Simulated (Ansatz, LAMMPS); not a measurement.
# Settings and their price: Li+ BF4- in ethylene carbonate and dimethyl sulfoxide and propylene carbonate at 380 K (188 atoms)

Density of this cell: 1.24 g/cm³. The cell holds 188 atoms: 44 C, 34 O, 76 H, 4 S, 5 B, 20 F and 5 Li. Cell: a = 13.287 Å, b = 13.287 Å, c = 13.287 Å, α = 90.0°, β = 90.0°, γ = 90.0°. 4 ethylene carbonate, 4 dimethyl sulfoxide, 6 propylene carbonate, 5 Li+, 5 BF4- placed at random, at 1.24 g/cm³; overlaps pushed apart, then 10 ps at 550 K with stiff harmonic cages for PF6 and BF4 with UFF radii; Joung-Cheatham ions (J. Phys. Chem. B 112, 9020 (2008)); MMFF94 bonds, angles, torsions, charges and radii (Halgren, J. Comput. Chem. 17, 490 (1996)) in harmonic and 12-6 forms; charges of ions scaled by 0.8. Snapshot after 30 ps at 380 K and fixed volume.

Geometry: as built.

Reference run: Kohn-Sham DFT, PBE+D3(BJ), PAW (set soft_2), plane waves (Ansatz 0.2.0), cutoff 750 eV, Γ point, fixed occupations.

* r.m.s. force component: 1.083 eV/Å
* gap (highest filled to lowest empty level): 3.192 eV
* SCF cycles: 11
* time: 16 s on 8 threads of Intel Xeon 6975P-C (Granite Rapids), shared host

Q: Estimate how much each variant changes the results, and its time and memory.
- support functions medium
- support functions low
- support functions medium, radius 3.45 Å
- support functions medium, radius 3.74 Å
- support functions medium, radius 3.99 Å
- support functions medium, radius 4.27 Å
- support functions medium, radius 4.81 Å
- support functions medium, radius 5.34 Å

Differences are against the run with plane waves at 750 eV (Kohn-Sham DFT, PBE+D3(BJ), PAW (set soft_2), plane waves), whose r.m.s. force component is 1.08 eV/Å. Energies are set beside the reference only for runs with its functional, potentials and electron count. Times are for 8 threads of Intel Xeon 6975P-C (Granite Rapids), shared host.

```
                                    run  Δ force, r.m.s. (meV/Å)  share of r.m.s. force (%)  Δ energy (meV/atom)  Δ gap (eV)  cycles     time  host memory (GiB)
                              reference                        -                          -                    -           -      11     16 s                7.2
               support functions medium                    0.772                     0.0713               -0.741     -1.0e-4      17     89 s                7.7
                  support functions low                    0.833                     0.0769               -0.740     -0.0012      15     81 s                7.4
support functions medium, radius 3.45 Å                    0.794                     0.0733               -0.740     -2.0e-4      17     86 s                7.5
support functions medium, radius 3.74 Å                    0.712                     0.0657               -0.740     -2.0e-4      17     96 s                8.2
support functions medium, radius 3.99 Å                    0.703                     0.0649               -0.740     -1.0e-4      17  1.9 min                9.0
support functions medium, radius 4.27 Å                      0.7                     0.0647               -0.740     -2.0e-4      17  2.2 min                 10
support functions medium, radius 4.81 Å                    0.698                     0.0644               -0.740     -3.0e-4      17  3.3 min                 13
support functions medium, radius 5.34 Å                    0.695                     0.0642               -0.741     -2.0e-4      17  5.1 min                 15
```

Among numerical settings the force difference runs from 0.69 meV/Å (support functions medium, radius 5.34 Å) to 0.83 meV/Å (support functions low). At 188 atoms the fastest of the runs at a preset level, support functions low, takes 5.2 times the time of plane waves, in 15 SCF cycles against 11. Differences between support functions and plane waves include what basis error the plane-wave run still has. As the radius goes from 3.45 to 5.34 Å, the force difference goes from 0.79 to 0.69 meV/Å, and the time from 86 s to 5.1 min. 

[Logs are printed without paths, hosts, clocks, repeated set-up lines and the standing remarks that a program may print on its own settings, such as how far it seeks lower states.]

[Hosts, paths, dates, database ids (printed as entryN), source tags and the programs' standing remarks are cut or masked in the printed files.]

[The MMFF94 radii named for the starting cell were scaled by 0.96; in molecules described by MMFF94, hydrogen bound to N, O or S took a small fixed 12-6 site in their place.]
